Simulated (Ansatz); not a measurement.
# (BP)1(AlN)3 [001] superlattice, started as zinc blende: from the cell to its phonons

How does (BP)1(AlN)3 [001] superlattice, started as zinc blende vibrate, and is this structure a minimum?

Calculated with Ansatz 0.2.0; DFT PBEsol, scalar-relativistic, plane waves, PAW.

The structure was built from a prototype and need not be the compound's stable phase.

**1. Set-up**

It takes space group Pmm2 (No. 25, orthorhombic). Conventional cell: a = 3.125 Å, b = 3.125 Å, c = 8.840 Å, α = 90.00°, β = 90.00°, γ = 90.00°. Nearest to Al lie 2 P at 1.91 Å and 2 N at 1.91 Å. Al has 4 N at 1.91 Å nearest. Nearest to B lie 2 P at 1.91 Å and 2 N at 1.91 Å. Nearest to N lie 4 Al at 1.91 Å. Nearest to N lie 4 Al at 1.91 Å. Farther neighbours and most contacts between anions are not listed.

**2. Rough relaxation**

A rough relaxation comes first, because large forces or stress need no tight tolerances yet.

Input file input.yaml:

```yaml
crystal:
  lattice:
    - [2.21, 2.21, 0.0]
    - [-2.21, 2.21, 0.0]
    - [0.0, 0.0, 8.84]
  atoms:
    - { symbol: Al, position: [0.5, 0.5, 0.25] }
    - { symbol: Al, position: [0.0, 0.0, 0.5] }
    - { symbol: Al, position: [0.5, 0.5, 0.75] }
    - { symbol: B, position: [0.0, 0.0, 0.0] }
    - { symbol: "N", position: [0.0, 0.5, 0.375] }
    - { symbol: "N", position: [0.5, 1.0, 0.625] }
    - { symbol: "N", position: [0.0, 0.5, 0.875] }
    - { symbol: P, position: [0.5, 1.0, 0.125] }
kpoints:
  mp_grid: { grid: [6, 6, 2] }
hamiltonian:
  xc: pbesol
scf:
  occupations: { method: gaussian, width: 0.1 }
output:
  forces: true
  stress: true
  eigenvalues: true
relax:
  adjacent_minimum: "off"
  f_tol: 0.05
  max_steps: 80
  cell: { stress_tol: 0.5 }
```

Run with:

```sh
ansatz run input.yaml --threads 8 --pin off --max-ram 14336MiB --backend cpu --events-out ev --progress --plain --runs-dir out
```

Numbers of over 12 decimals in the logs are rounded to 6 here.

The program printed:

```text
The last accepted step is kept in <dir> (removed where the run ends without a failure and the disk answers)
Engine: ansatz 0.2.0, aarch64-unknown-linux-gnu
Pseudopotentials: kind: paw
Pseudopotential: Al, paw, valence charge 3, recommended cutoff 420 eV (normal), Al.paw.azcp
Pseudopotential: B, paw, valence charge 3, recommended cutoff 420 eV (normal), B.paw.azcp
[...]
- [-2.111594, 2.111594, 0]
    - [0, 0, 9.167379]
  atoms:
    - { symbol: Al, position: [0.5, 0.500000, 0.282829] }
    - { symbol: Al, position: [0, 0, 0.516740] }
    - { symbol: Al, position: [0.5, 0.500000, 0.756110] }
    - { symbol: B, position: [0, 0, -0.037968] }
    - { symbol: N, position: [0, 0.5, 0.391773] }
    - { symbol: N, position: [0.500000, 1.0, 0.632191] }
    - { symbol: N, position: [0, 0.5, 0.871370] }
    - { symbol: P, position: [0.500000, 1.0, 0.086956] }
[key lines of the parts left out:]
SCF converged after 6 iterations
Free energy (F): -3608.976469 eV
Fermi energy:    10.489473 eV
P = ⅓ Tr σ = 0.0847 GPa (0.847 kbar)
```

It took 10 s on 8 threads of Arm Neoverse V2, shared host; peak memory 0.45 GiB.

Relaxation path:

| step | energy less that of the first step (eV) | largest force component (eV/Å) | pressure (GPa) | volume (Å³) |
| --- | --- | --- | --- | --- |
| 1 | 0.0000 | 10.7854 | 15.33 | 86.35 |
| 2 | -2.7025 | 2.6213 | 1.24 | 88.44 |
| 3 | -3.1328 | 0.7211 | -1.69 | 88.44 |
| 4 | -3.1852 | 0.2587 | -0.13 | 87.27 |
| 5 | -3.1963 | 0.1464 | 0.07 | 87.03 |
| 6 | -3.1987 | 0.3201 | 0.54 | 86.53 |
| 7 | -3.2025 | 0.0912 | -0.10 | 86.96 |
| 8 | -3.2042 | 0.0471 | -0.03 | 86.88 |
| 9* | -3.2115 | 0.0466 | 0.08 | 86.88 |

Relaxation steps marked * repeat the geometry before them on a plane-wave basis chosen anew for their cell, so energy and pressure can jump there.

Forces are held to the 4 operations that the run works with; a distortion that breaks them can't arise in this run.

| conventional cell, symmetrised | before | after | change |
| --- | --- | --- | --- |
| a (Å) | 3.125 | 2.986 | -4.5 % |
| b (Å) | 3.125 | 3.173 | +1.5 % |
| c (Å) | 8.840 | 9.167 | +3.7 % |
| volume (Å³/atom) | 10.79 | 10.86 | +0.6 % |

The atoms that moved most (Å, as changes of fractional coordinates times the final cell):

```
atom     dx     dy      dz  length
  P8  0.000  0.000  -0.349   0.349
  B4  0.000  0.000  -0.348   0.348
 Al1  0.000  0.000   0.301   0.301
  N5  0.000  0.000   0.154   0.154
 Al2  0.000  0.000   0.153   0.153
  N6  0.000  0.000   0.066   0.066
 Al3  0.000  0.000   0.056   0.056
  N7  0.000  0.000  -0.033   0.033
```

Numbers from this step:

- pressure: 0.08473 GPa
- volume per atom: 10.86 Å³
- gap on the k-mesh: 0 eV

In this step the volume went from 10.79 to 10.86 Å³/atom.

**3. Relaxation**

Harmonic phonons are second derivatives at a point where the forces vanish, and they are wanted at zero stress, so atoms and cell are relaxed first.

Input file input.yaml:

```yaml
crystal:
  lattice:
    - [2.2439757248, 2.2439757248, 0.0]
    - [-2.1115939684, 2.1115939684, 0.0]
    - [0.0, 0.0, 9.167378876]
  atoms:
    - { symbol: Al, position: [0.5, 0.5, 0.2828289736] }
    - { symbol: Al, position: [0.0, 0.0, 0.5167396324] }
    - { symbol: Al, position: [0.5, 0.5, 0.7561099546] }
    - { symbol: B, position: [0.0, 0.0, -0.0379682824] }
    - { symbol: "N", position: [0.0, 0.5, 0.3917725218] }
    - { symbol: "N", position: [0.5, 1.0, 0.6321911948] }
    - { symbol: "N", position: [0.0, 0.5, 0.8713697936] }
    - { symbol: P, position: [0.5, 1.0, 0.0869562117] }
kpoints:
  mp_grid: { grid: [10, 10, 4] }
hamiltonian:
  xc: pbesol
scf:
  occupations: { method: gaussian, width: 0.1 }
output:
  forces: true
  stress: true
  eigenvalues: true
relax:
  adjacent_minimum: "off"
  f_tol: 0.005
  max_steps: 80
  cell: { stress_tol: 0.05 }
```

The program printed:

```text
[...]
Crystal: 8 atoms, lattice volume = 86.877 Å³
Basis set: ecut = 420 eV, 1697 PW (Γ), exchange–correlation on 48×40×128 points (8 copies of the dense FFT grid, shifted against one another)
Bands: 24, of which v1, the nominal top of the filled ones, is band 16 counted from 1 (15 counted from 0)
Symmetry: 4 space group operations
[...]
k-points: 108 of 400 (time reversal used)
[...]
- [-2.135945, 2.135945, 0]
    - [0, 0, 9.132951]
  atoms:
    - { symbol: Al, position: [0.5, 0.500000, 0.280087] }
    - { symbol: Al, position: [0, 0, 0.515901] }
    - { symbol: Al, position: [0.5, 0.500000, 0.755976] }
    - { symbol: B, position: [0, 0, -0.036568] }
    - { symbol: N, position: [0, 0.5, 0.392205] }
    - { symbol: N, position: [0.500000, 1.0, 0.632518] }
    - { symbol: N, position: [0, 0.5, 0.871304] }
    - { symbol: P, position: [0.500000, 1.0, 0.088577] }
[key lines of the parts left out:]
SCF converged after 5 iterations
Free energy (F): -3608.950890 eV
Fermi energy:    10.268168 eV
P = ⅓ Tr σ = 0.0061 GPa (0.061 kbar)
```

Run time: 22 s. Hardware: 8 threads; peak memory 0.58 GiB; 2.8 min of CPU time.

The steps of the relaxation:

| step | energy less that of the first step (eV) | largest force component (eV/Å) | pressure (GPa) | volume (Å³) |
| --- | --- | --- | --- | --- |
| 1 | 0.0000 | 0.4066 | 0.36 | 86.88 |
| 2 | -0.0121 | 0.3043 | 0.23 | 87.02 |
| 3 | -0.0151 | 0.2133 | 0.12 | 87.19 |
| 4 | -0.0167 | 0.0223 | -0.08 | 87.26 |
| 5 | -0.0168 | 0.0520 | 0.11 | 87.17 |
| 6 | -0.0168 | 0.0031 | -0.01 | 87.22 |
| 7* | -0.0179 | 0.0032 | 0.01 | 87.22 |

Relaxation steps marked * repeat the geometry before them on a plane-wave basis chosen anew for their cell, so energy and pressure can jump there. Relaxation step 5 was tried and not accepted.

The run keeps the 4 symmetry operations that it works with, so distortions that break them were not tested.

```
     cell as run  before  after  change
           a (Å)   3.173  3.162  -0.4 %
           b (Å)   2.986  3.021  +1.2 %
           c (Å)   9.167  9.133  -0.4 %
volume (Å³/atom)   10.86  10.90  +0.4 %
```

The atoms that moved most (Å, as changes of fractional coordinates times the final cell):

| atom | dx | dy | dz | length |
| --- | --- | --- | --- | --- |
| Al1 | 0.000 | 0.000 | -0.025 | 0.025 |
| P8 | 0.000 | 0.000 | 0.015 | 0.015 |
| B4 | 0.000 | 0.000 | 0.013 | 0.013 |
| Al2 | 0.000 | 0.000 | -0.008 | 0.008 |

The relaxed structure:

```cif
data_structure
_symmetry_space_group_name_H-M 'P 1'
_symmetry_Int_Tables_number 1
_cell_length_a 3.1617
_cell_length_b 3.0207
_cell_length_c 9.1330
_cell_angle_alpha 90.000
_cell_angle_beta 90.000
_cell_angle_gamma 90.000
_cell_volume 87.22
loop_
_atom_site_label
_atom_site_type_symbol
_atom_site_fract_x
_atom_site_fract_y
_atom_site_fract_z
_atom_site_occupancy
Al1 Al 0.50000 0.50000 0.28009 1
Al2 Al 0.00000 0.00000 0.51590 1
Al3 Al 0.50000 0.50000 0.75598 1
B4 B 0.00000 0.00000 0.96343 1
N5 N 0.00000 0.50000 0.39221 1
N6 N 0.50000 0.00000 0.63252 1
N7 N 0.00000 0.50000 0.87130 1
P8 P 0.50000 0.00000 0.08858 1
```

This step gave:

- pressure: 0.006118 GPa
- volume per atom: 10.90 Å³

In this step the volume went from 10.86 to 10.90 Å³/atom.

**4. Tight relaxation**

Phonons need a cell at rest on their own settings, so the relaxation is repeated with tight tolerances on forces and stress on the k mesh and occupations of the first response run.

Input file input.yaml:

```yaml
crystal:
  lattice:
    - [2.2356691193, 2.2356691193, 0.0]
    - [-2.1359452128, 2.1359452128, 0.0]
    - [0.0, 0.0, 9.132951058]
  atoms:
    - { symbol: Al, position: [0.5, 0.5, 0.2800865153] }
    - { symbol: Al, position: [0.0, 0.0, 0.5159013376] }
    - { symbol: Al, position: [0.5, 0.5, 0.7559759485] }
    - { symbol: B, position: [0.0, 0.0, -0.0365677814] }
    - { symbol: "N", position: [0.0, 0.5, 0.39220544] }
    - { symbol: "N", position: [0.5, 1.0, 0.6325178542] }
    - { symbol: "N", position: [0.0, 0.5, 0.8713038639] }
    - { symbol: P, position: [0.5, 1.0, 0.0885768221] }
kpoints:
  mp_grid: { grid: [12, 12, 4] }
hamiltonian:
  xc: pbesol
scf:
  occupations: { method: methfessel_paxton, width: 0.15 }
output:
  forces: true
  stress: true
  eigenvalues: true
relax:
  adjacent_minimum: "off"
  f_tol: 0.001
  max_steps: 60
  cell: { stress_tol: 0.01 }
```

The program printed:

```text
[...]
Crystal: 8 atoms, lattice volume = 87.225 Å³
Basis set: ecut = 420 eV, 1691 PW (Γ), exchange–correlation on 48×48×128 points (8 copies of the dense FFT grid, shifted against one another)
Bands: 24, of which v1, the nominal top of the filled ones, is band 16 counted from 1 (15 counted from 0)
Symmetry: 4 space group operations
[...]
k-points: 147 of 576 (time reversal used)
[...]
- [-2.139298, 2.139298, 0]
    - [0, 0, 9.128437]
  atoms:
    - { symbol: Al, position: [0.500000, 0.500000, 0.279881] }
    - { symbol: Al, position: [0, 0, 0.515888] }
    - { symbol: Al, position: [0.500000, 0.500000, 0.755960] }
    - { symbol: B, position: [0, 0, -0.036416] }
    - { symbol: N, position: [0, 0.5, 0.392244] }
    - { symbol: N, position: [0.500000, 1.0, 0.632516] }
    - { symbol: N, position: [0, 0.5, 0.871283] }
    - { symbol: P, position: [0.500000, 1.0, 0.088643] }
[key lines of the parts left out:]
SCF converged after 6 iterations
Free energy (F): -3608.937549 eV
Fermi energy:    10.271692 eV
P = ⅓ Tr σ = 0.0031 GPa (0.031 kbar)
```

Wall time 29 s (8 threads); peak memory 0.63 GiB; 3.6 min of CPU time.

The steps of the relaxation:

```
step  energy less that of the first step (eV)  largest force component (eV/Å)  pressure (GPa)  volume (Å³)
   1                                   0.0000                          0.0167            0.06        87.22
   2                                   0.0000                          0.0271            0.03        87.25
   3                                   0.0000                          0.0136           -0.04        87.30
   4                                   0.0000                          0.0080           -0.01        87.28
   5                                   0.0000                          0.0023            0.00        87.28
   6                                   0.0000                          0.0002            0.00        87.28
  7*                                  -0.0001                          0.0002            0.00        87.28
```

Relaxation steps marked * repeat the geometry before them on a plane-wave basis chosen anew for their cell, so energy and pressure can jump there.

Forces are held to the 4 operations that the run works with; a distortion that breaks them can't arise in this run.

```
     cell as run  before  after  change
           a (Å)   3.162  3.160  -0.0 %
           b (Å)   3.021  3.025  +0.2 %
           c (Å)   9.133  9.128  -0.0 %
volume (Å³/atom)   10.90  10.91  +0.1 %
```

Numbers from this step:

```yaml
pressure: 0.003103 GPa
volume_per_atom: 10.91 Å³
```

The largest force component left is 0.19 meV/Å and the pressure is 0.003 GPa, within the tolerances set. The cell now holds 10.91 Å³/atom.

[end of part 1 of 2]

[Logs are printed without paths, hosts, clocks, repeated set-up lines and the standing remarks that a program may print on its own settings, such as how far it seeks lower states.]

[Hosts, paths, dates, database ids (printed as entryN), source tags and the programs' standing remarks are cut or masked in the printed files.]
